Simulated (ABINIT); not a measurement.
**PtSe2 (P-3m1): G0W0 on several meshes in ABINIT**

Aim: the GW shift of PtSe2 (P-3m1) against the k mesh.

Main program and level: ABINIT 10.8.3; LDA and many-body steps on it, plane waves.

## (1) The starting structure

The structure is trigonal, space group P-3m1 (No. 164). Conventional cell: a = 3.717 Å, b = 3.717 Å, c = 5.820 Å, α = 90.00°, β = 90.00°, γ = 120.00°. Pt has 6 Se at 2.52 Å nearest. Nearest to Se lie 3 Pt at 2.52 Å. Farther neighbours and most contacts between anions are not listed.

The cell and positions are those that the Materials Project relaxed with its own functionals (PBE, PBE+U or r2SCAN), kept fixed. Spin-orbit coupling is left out unless a step names it.

## (2) Empty states on the mesh, 3×3×2 mesh, 603 bands

This step: ABINIT 10.8.3; DFT, LDA, plane waves, norm-conserving pseudopotentials.

The sums over transitions need many empty states on a uniform mesh; this step solves for them.

File run.abi:

```
acell 3*1.0 Angstrom
rprim 
  3.717306547987 0.000000000003 0.000000000000
  -1.858653273996 3.219281904210 0.000000000000
  0.000000000000 0.000000000000 5.820074020000
ntypat 2
znucl 78 34
natom 3
typat 1 2 2
xred 
  0.000000000000 0.000000000000 0.000000000000
  0.666666666667 0.333333333333 0.774611840000
  0.333333333333 0.666666666667 0.225388160000
pp_dirpath "pseudos"
pseudos "Pt.upf, Se.upf"
ecut 48
ngkpt 3 3 2
nshiftk 1
shiftk 0 0 0
kptopt 1
chksymbreak 0
iscf -2
irdden 1
istwfk *1
nband 603
nbdbuf 54
tolwfr 1e-09
nstep 60
prtvol 0
indata_prefix "in"
outdata_prefix "out"
tmpdata_prefix "tmp"
```

On the command line:

```sh
> OMP_NUM_THREADS=1 mpirun -n 4 abinit run.abi > log
```

Numbers of over 12 decimals in the logs are rounded to 6 here.

What it wrote:

```text
.Version 10.8.3 of ABINIT. v10.8.2 released Aug 2026.

 Symmetries : space group P-3 m 1 (#164); Bravais hP (primitive hexag.)
[... echo of the input left out ...]
== DATASET  1 ==================================================================
-   mpi_nproc: 4, omp_nthreads: 1 (-1 if OMP is not activated)

--- !DatasetInfo
iteration_state: {dtset: 1, }
dimensions: {natom: 3, nkpt: 6, mband: 603, nsppol: 1, nspinor: 1, nspden: 1, mpw: 7482, }
cutoff_energies: {ecut:  48.0, pawecutdg:  -1.0, }
[...]
8.21686    8.21687    8.22248    8.22249    8.23152    8.24355    8.24360    8.26870
   8.32736    8.32797    8.34941    8.35166    8.36136    8.36368    8.36560    8.37018
   8.37918    8.40913    8.41880
 prteigrs : prtvol=0 or 1, do not print more k-points.

== END DATASET(S) ==============================================================
================================================================================

 -outvars: echo values of variables after computation  --------
            nband         603
             nkpt           6
          spgroup         164
 [... the other variables as echoed above ...]

 Calculation completed.
```

It took 16 min on 4 MPI ranks of Arm Neoverse V1, shared host; peak memory 0.78 GiB.

Numbers from this step:

```yaml
gap: 0.6754 eV
k_of_the_valence_top: 0, 0, 0
k_of_the_conduction_bottom: 0.3333, 0.3333, 0
least_direct_gap: 2.032 eV
k_points_computed: 6
lowest_point_of_the_top_converged_band_above_the_valence_top: 206.4528 eV
```

On this mesh the gap is 0.675 eV.

The density comes from a self-consistent run that is not shown.

## (3) Screening, 3×3×2 mesh, 135 bands, screening to 93.3 eV

The RPA dielectric matrix is built and inverted for each q.

This step: RPA screening on LDA, plane waves, norm-conserving pseudopotentials.

run.abi: that of step 2 with these lines changed.

```diff
@@ -21,10 +21,11 @@
 chksymbreak 0
-iscf -2
-irdden 1
 istwfk *1
-nband 603
-nbdbuf 54
-tolwfr 1e-09
-nstep 60
-prtvol 0
+occopt 1
+irdwfk 1
+optdriver 3
+nband 135
+ecuteps 3.43
+inclvkb 2
+awtr 1
+symchi 1
 indata_prefix "in"
```

What it wrote:

```text
.Version 10.8.3 of ABINIT. v10.8.2 released Aug 2026.

 Symmetries : space group P-3 m 1 (#164); Bravais hP (primitive hexag.)
[... echo of the input left out ...]
== DATASET  1 ==================================================================
-   mpi_nproc: 4, omp_nthreads: 1 (-1 if OMP is not activated)

--- !DatasetInfo
iteration_state: {dtset: 1, }
dimensions: {natom: 3, nkpt: 6, mband: 135, nsppol: 1, nspinor: 1, nspden: 1, mpw: 7482, }
cutoff_energies: {ecut:  48.0, pawecutdg:  -1.0, }
electrons: {nelect:   6.60000000E+01, charge:   0.00000000E+00, occopt:   1.00000000E+00, tsmear:   1.00000000E-02, }

 SCREENING: Calculation of the susceptibility and dielectric matrices

 Based on a program developped by R.W. Godby, V. Olevano, G. Onida, and L. Reining.
 Incorporated in ABINIT by V. Olevano, G.-M. Rignanese, and M. Torrent.
.Using double precision arithmetic ; gwpc =  8

[... cell and pseudopotentials left out ...]
--------------------------------------------------------------------------------

 ==== K-mesh for the wavefunctions ====
 Number of points in the irreducible wedge :     6
[... list of points left out ...]
 Together with 12 symmetry operations and time-reversal symmetry
 yields    18 points in the full Brillouin Zone.

 ==== Q-mesh for the screening function ====
 Number of points in the irreducible wedge :     6
[... list of points left out ...]
 Together with 12 symmetry operations and time-reversal symmetry
 yields    18 points in the full Brillouin Zone.

 setmesh: FFT mesh size selected  =    24x   24x   45
          total number of points  =        25920

 vcoul_init : cutoff-mode = AUXILIARY_FUNCTION
 q-points for optical limit:   1
     1)      0.000010    0.000020    0.000030

- screening: taking advantage of time-reversal symmetry
- Maximum band index for partially occupied states nbvw = 33
- Remaining bands to be divided among processors   nbcw = 102
- Number of bands treated by each node ~25

 Number of electrons calculated from density =   66.0000; Expected =   66.0000
 average of density, n =  0.140421
 r_s =    1.1935
 omega_plasma =   36.1469 [eV]

 calculating chi0 at frequencies [eV] :
  1    0.000000E+00    0.000000E+00
  2    0.000000E+00    3.614692E+01

--------------------------------------------------------------------------------
  q-point number  1        q = ( 0.000000, 0.000000, 0.000000) [r.l.u.]
--------------------------------------------------------------------------------
[... chi0 elements left out ...]
 For q-point:  0.000010 0.000020 0.000030
  dielectric constant =  11.6461
  dielectric constant without local fields =  14.3266

  Average fulfillment of the sum rule on Im[epsilon] for q-point    1 :     43.49  [%]
[... wings left out ...]
  q-point number  2        q = ( 0.333333, 0.000000, 0.000000) [r.l.u.]
--------------------------------------------------------------------------------
[... chi0 elements left out ...]
  Average fulfillment of the sum rule on Im[epsilon] for q-point    2 :     46.72  [%]

 [... 4 further q-points ...]
```

Wall time 49 s (4 MPI ranks); peak memory 1.1 GiB.

Numbers from this step:

```
ε∞ with local fields, on this mesh, along the program's q direction : 11.65
the same without local fields                                       : 14.33
plasma frequency                                                    : 36.15 eV
plane waves in the screening matrix                                 : 135
```

Local fields lower ε∞ by 19 %. On a Γ-centred mesh this coarse the value itself is usually too large, while a short band sum pulls it down.

## (4) 3×3×2

The self-energy is evaluated for the states that the input lists, and the levels follow from it, in one-shot runs by the linearised quasiparticle equation.

This step: G0W0 on LDA, plane waves, norm-conserving pseudopotentials.

run.abi: that of step 3 with these lines changed.

```diff
@@ -24,8 +24,21 @@
 irdwfk 1
-optdriver 3
+optdriver 4
 nband 135
+gwcalctyp 0
+ecutsigx 48
+symsigma 1
+nkptgw 4
+kptgw 
+  0.0000000000 0.0000000000 0.0000000000
+  0.3333333333 0.3333333333 0.0000000000
+  0.3333333333 0.0000000000 0.5000000000
+  0.0000000000 0.0000000000 0.5000000000
+bdgw 
+  31 35
+  32 35
+  32 35
+  32 35
 ecuteps 3.43
-inclvkb 2
-awtr 1
-symchi 1
+irdscr 1
+ppmodel 1
 indata_prefix "in"
```

What it wrote:

```text
.Version 10.8.3 of ABINIT. v10.8.2 released Aug 2026.

 Symmetries : space group P-3 m 1 (#164); Bravais hP (primitive hexag.)
[... echo of the input left out ...]
== DATASET  1 ==================================================================
-   mpi_nproc: 4, omp_nthreads: 1 (-1 if OMP is not activated)

--- !DatasetInfo
iteration_state: {dtset: 1, }
dimensions: {natom: 3, nkpt: 6, mband: 135, nsppol: 1, nspinor: 1, nspden: 1, mpw: 7482, }
cutoff_energies: {ecut:  48.0, pawecutdg:  -1.0, }
electrons: {nelect:   6.60000000E+01, charge:   0.00000000E+00, occopt:   1.00000000E+00, tsmear:   1.00000000E-02, }

 SIGMA: Calculation of the GW corrections

 Based on a program developped by R.W. Godby, V. Olevano, G. Onida, and L. Reining.
 Incorporated in ABINIT by V. Olevano, G.-M. Rignanese, and M. Torrent.
.Using double precision arithmetic ; gwpc =  8

[... cell and pseudopotentials left out ...]
--------------------------------------------------------------------------------

 ==== K-mesh for the wavefunctions ====
 Number of points in the irreducible wedge :     6
[... list of points left out ...]
 Together with 12 symmetry operations and time-reversal symmetry
 yields    18 points in the full Brillouin Zone.

 ==== Q-mesh for screening function ====
 Number of points in the irreducible wedge :     6
[... list of points left out ...]
 Together with 12 symmetry operations and time-reversal symmetry
 yields    18 points in the full Brillouin Zone.

 vcoul_init : cutoff-mode = AUXILIARY_FUNCTION
 q-points for optical limit:   1
     1)      0.000010    0.000020    0.000030
 setmesh: FFT mesh size selected  =    40x   40x   72
          total number of points  =       115200

 Number of electrons calculated from density =   66.0000; Expected =   66.0000
 average of density, n =  0.140421
 r_s =    1.1935
 omega_plasma =   36.1469 [eV]

 === KS Band Gaps ===
  >>>> For spin  1
   Minimum direct gap =   2.0315 [eV], located at k-point      :   0.3333  0.0000  0.5000
   Fundamental gap    =   0.6755 [eV], Top of valence bands at :   0.0000  0.0000  0.0000
                                       Bottom of conduction at :   0.3333  0.3333  0.0000
 SIGMA fundamental parameters:
 PLASMON POLE MODEL  1
 number of plane-waves for SigmaX                 7415
 number of plane-waves for SigmaC and W            135
 number of plane-waves for wavefunctions          7415
 number of bands                                   135
 number of independent spin polarizations            1
 number of spinorial components                      1
 number of k-points in IBZ                           6
 number of q-points in IBZ                           6
 number of symmetry operations                      12
 number of k-points in BZ                           18
 number of q-points in BZ                           18
 number of frequencies for dSigma/dE                 9
 frequency step for dSigma/dE [eV]                0.25
 number of omega for Sigma on real axis              0
 max omega for Sigma on real axis  [eV]           0.00
 zcut for avoiding poles [eV]                     0.10

 EPSILON^-1 parameters (SCR file):
 dimension of the eps^-1 matrix on file            135
 dimension of the eps^-1 matrix used               135
 number of plane-waves for wavefunctions          7415
 number of bands                                   135
 number of q-points in IBZ                           6
 number of frequencies                               2
 number of real frequencies                          1
 number of imag frequencies                          1

 matrix elements of self-energy operator (all in [eV])

 Perturbative Calculation

--- !SelfEnergy_ee
iteration_state: {dtset: 1, }
kpoint     : [   0.000,    0.000,    0.000, ]
spin       : 1
KS_gap     :    2.254
QP_gap     :    2.975
Delta_QP_KS:    0.721
data: !SigmaeeData |
     Band     E0 <VxcDFT>   SigX SigC(E0)      Z dSigC/dE  Sig(E)    E-E0       E
       31   6.056 -15.562 -16.717   1.442   0.801  -0.248 -15.333   0.230   6.285
       32   6.056 -15.562 -16.717   1.442   0.801  -0.248 -15.333   0.230   6.285
       33   6.583 -15.204 -15.696   0.896   0.800  -0.250 -14.881   0.322   6.905
       34   8.837 -17.836 -13.958  -2.573   0.800  -0.251 -16.793   1.044   9.880
       35   8.837 -17.836 -13.958  -2.573   0.800  -0.251 -16.793   1.044   9.880

--- !SelfEnergy_ee
iteration_state: {dtset: 1, }
kpoint     : [   0.333,    0.333,    0.000, ]
spin       : 1
KS_gap     :    2.040
QP_gap     :    2.693
Delta_QP_KS:    0.653
data: !SigmaeeData |
     Band     E0 <VxcDFT>   SigX SigC(E0)      Z dSigC/dE  Sig(E)    E-E0       E
       32   5.219 -18.236 -21.218   3.270   0.793  -0.262 -18.008   0.228   5.446
[...]
--- !SelfEnergy_ee
iteration_state: {dtset: 1, }
kpoint     : [   0.333,    0.000,    0.500, ]
spin       : 1
KS_gap     :    2.032
QP_gap     :    2.742
Delta_QP_KS:    0.710
data: !SigmaeeData |
     Band     E0 <VxcDFT>   SigX SigC(E0)      Z dSigC/dE  Sig(E)    E-E0       E
[...]
--- !SelfEnergy_ee
iteration_state: {dtset: 1, }
kpoint     : [   0.000,    0.000,    0.500, ]
spin       : 1
KS_gap     :    3.166
QP_gap     :    4.047
Delta_QP_KS:    0.881
data: !SigmaeeData |
     Band     E0 <VxcDFT>   SigX SigC(E0)      Z dSigC/dE  Sig(E)    E-E0       E
[...]
33   5.933 -15.426 -16.601   1.440   0.801  -0.249 -15.214   0.212   6.145
       34   9.099 -18.291 -14.257  -2.663   0.798  -0.254 -17.198   1.093  10.192
       35   9.099 -18.291 -14.257  -2.663   0.798  -0.254 -17.198   1.093  10.192

== END DATASET(S) ==============================================================
================================================================================

 -outvars: echo values of variables after computation  --------
           etotal      0.0000000000E+00
            nband         135
             nkpt           6
          spgroup         164
 [... the other variables as echoed above ...]

 Calculation completed.
```

Run time: 11 s. Hardware: 4 MPI ranks; peak memory 0.92 GiB.

This step gave:

- G0W0 gap on the mesh: 1.235 eV
- starting gap on the mesh: 0.6754 eV
- k of the valence top: 0, 0, 0
- k of the conduction bottom: 0.3333, 0.3333, 0
- Z at the valence top: 0.8
- Z at the conduction bottom: 0.804
- least direct G0W0 gap on the computed points: 2.694 eV

The gap on the mesh goes from 0.68 eV to 1.24 eV, a correction of +0.56 eV.

## (5) Empty states on the mesh, 3×3×4 mesh, 147 bands

This step: DFT, LDA, plane waves, norm-conserving pseudopotentials.

File run.abi:

```
acell 3*1.0 Angstrom
rprim 
  3.717306547987 0.000000000003 0.000000000000
  -1.858653273996 3.219281904210 0.000000000000
  0.000000000000 0.000000000000 5.820074020000
ntypat 2
znucl 78 34
natom 3
typat 1 2 2
xred 
  0.000000000000 0.000000000000 0.000000000000
  0.666666666667 0.333333333333 0.774611840000
  0.333333333333 0.666666666667 0.225388160000
pp_dirpath "pseudos"
pseudos "Pt.upf, Se.upf"
ecut 48
ngkpt 3 3 4
nshiftk 1
shiftk 0 0 0
kptopt 1
chksymbreak 0
iscf -2
irdden 1
istwfk *1
nband 147
nbdbuf 12
tolwfr 1e-09
nstep 60
prtvol 0
indata_prefix "in"
outdata_prefix "out"
tmpdata_prefix "tmp"
```

What it wrote:

```text
.Version 10.8.3 of ABINIT. v10.8.2 released Aug 2026.

 Symmetries : space group P-3 m 1 (#164); Bravais hP (primitive hexag.)
[... echo of the input left out ...]
== DATASET  1 ==================================================================
-   mpi_nproc: 4, omp_nthreads: 1 (-1 if OMP is not activated)

--- !DatasetInfo
iteration_state: {dtset: 1, }
dimensions: {natom: 3, nkpt: 10, mband: 147, nsppol: 1, nspinor: 1, nspden: 1, mpw: 7482, }
cutoff_energies: {ecut:  48.0, pawecutdg:  -1.0, }
[...]
2.59369    2.59369    2.63480    2.67071    2.67071    2.67221    2.68878    2.73647
   2.73647    2.76951    2.76951    2.77601    2.81256    2.81257    2.84065    2.87281
   2.88073    2.88445    2.89310
 prteigrs : prtvol=0 or 1, do not print more k-points.

== END DATASET(S) ==============================================================
================================================================================

 -outvars: echo values of variables after computation  --------
            nband         147
             nkpt          10
          spgroup         164
 [... the other variables as echoed above ...]

 Calculation completed.
```

Elapsed: 2.3 min, on 4 MPI ranks; peak memory 0.51 GiB; 9.1 min of CPU time.

Numbers from this step:

- gap: 0.6754 eV
- k of the valence top: 0, 0, 0
- k of the conduction bottom: 0.3333, 0.3333, 0
- least direct gap: 1.363 eV
- k points computed: 10
- lowest point of the top converged band, above the valence top: 64.2757 eV

On this mesh the gap is 0.675 eV.

## (6) Screening, 3×3×4 mesh, 135 bands, screening to 93.3 eV

This step: RPA screening on LDA, plane waves, norm-conserving pseudopotentials.

run.abi: that of step 5 with these lines changed.

```diff
@@ -21,10 +21,11 @@
 chksymbreak 0
-iscf -2
-irdden 1
 istwfk *1
-nband 147
-nbdbuf 12
-tolwfr 1e-09
-nstep 60
-prtvol 0
+occopt 1
+irdwfk 1
+optdriver 3
+nband 135
+ecuteps 3.43
+inclvkb 2
+awtr 1
+symchi 1
 indata_prefix "in"
```

What it wrote:

```text
.Version 10.8.3 of ABINIT. v10.8.2 released Aug 2026.

 Symmetries : space group P-3 m 1 (#164); Bravais hP (primitive hexag.)
[... echo of the input left out ...]
== DATASET  1 ==================================================================
-   mpi_nproc: 4, omp_nthreads: 1 (-1 if OMP is not activated)

--- !DatasetInfo
iteration_state: {dtset: 1, }
dimensions: {natom: 3, nkpt: 10, mband: 135, nsppol: 1, nspinor: 1, nspden: 1, mpw: 7482, }
cutoff_energies: {ecut:  48.0, pawecutdg:  -1.0, }
electrons: {nelect:   6.60000000E+01, charge:   0.00000000E+00, occopt:   1.00000000E+00, tsmear:   1.00000000E-02, }

 SCREENING: Calculation of the susceptibility and dielectric matrices

 Based on a program developped by R.W. Godby, V. Olevano, G. Onida, and L. Reining.
 Incorporated in ABINIT by V. Olevano, G.-M. Rignanese, and M. Torrent.
.Using double precision arithmetic ; gwpc =  8

[... cell and pseudopotentials left out ...]
--------------------------------------------------------------------------------

 ==== K-mesh for the wavefunctions ====
 Number of points in the irreducible wedge :    10
[... list of points left out ...]
 Together with 12 symmetry operations and time-reversal symmetry
 yields    36 points in the full Brillouin Zone.

 ==== Q-mesh for the screening function ====
 Number of points in the irreducible wedge :    10
[... list of points left out ...]
 Together with 12 symmetry operations and time-reversal symmetry
 yields    36 points in the full Brillouin Zone.

 setmesh: FFT mesh size selected  =    24x   24x   45
          total number of points  =        25920

 vcoul_init : cutoff-mode = AUXILIARY_FUNCTION
 q-points for optical limit:   1
     1)      0.000010    0.000020    0.000030

- screening: taking advantage of time-reversal symmetry
- Maximum band index for partially occupied states nbvw = 33
- Remaining bands to be divided among processors   nbcw = 102
- Number of bands treated by each node ~25

 Number of electrons calculated from density =   66.0000; Expected =   66.0000
 average of density, n =  0.140421
 r_s =    1.1935
 omega_plasma =   36.1469 [eV]

 calculating chi0 at frequencies [eV] :
  1    0.000000E+00    0.000000E+00
  2    0.000000E+00    3.614692E+01

--------------------------------------------------------------------------------
  q-point number  1        q = ( 0.000000, 0.000000, 0.000000) [r.l.u.]
--------------------------------------------------------------------------------
[... chi0 elements left out ...]
 For q-point:  0.000010 0.000020 0.000030
  dielectric constant =  11.0633
  dielectric constant without local fields =  13.7878

  Average fulfillment of the sum rule on Im[epsilon] for q-point    1 :     43.50  [%]
[... wings left out ...]
  q-point number  2        q = ( 0.333333, 0.000000, 0.000000) [r.l.u.]
--------------------------------------------------------------------------------
[... chi0 elements left out ...]
  Average fulfillment of the sum rule on Im[epsilon] for q-point    2 :     46.75  [%]

 [... 8 further q-points ...]
```

The job ended after 2 min (4 MPI ranks; peak memory 1.6 GiB; 8.2 min of CPU time).

Numbers from this step:

| Quantity | Value |
| --- | --- |
| ε∞ with local fields, on this mesh, along the program's q direction | 11.06 |
| the same without local fields | 13.79 |
| plasma frequency | 36.15 eV |
| plane waves in the screening matrix | 135 |

[end of part 1 of 2]

[Paths, hosts, dates, memory and timing lines, banners, echoed tables and standing remarks are left out of the program output.]

[Logs are printed without paths, hosts, clocks, repeated set-up lines and the standing remarks that a program may print on its own settings, such as how far it seeks lower states.]

[Runs of the session that timed out or met a known fault of the program may be left out.]

[Hosts, paths, dates, database ids (printed as entryN), source tags and the programs' standing remarks are cut or masked in the printed files.]

[G0W0 gaps are taken among the corrected bands and points alone; a level outside them can change the order at an edge.]

[Where Ansatz stands beside ABINIT at settings called matched, ABINIT's density can come from a denser mesh and the files from another edition; pairs whose starting gaps differed by over 0.03 eV were left out, so agreement reads better than it is.]
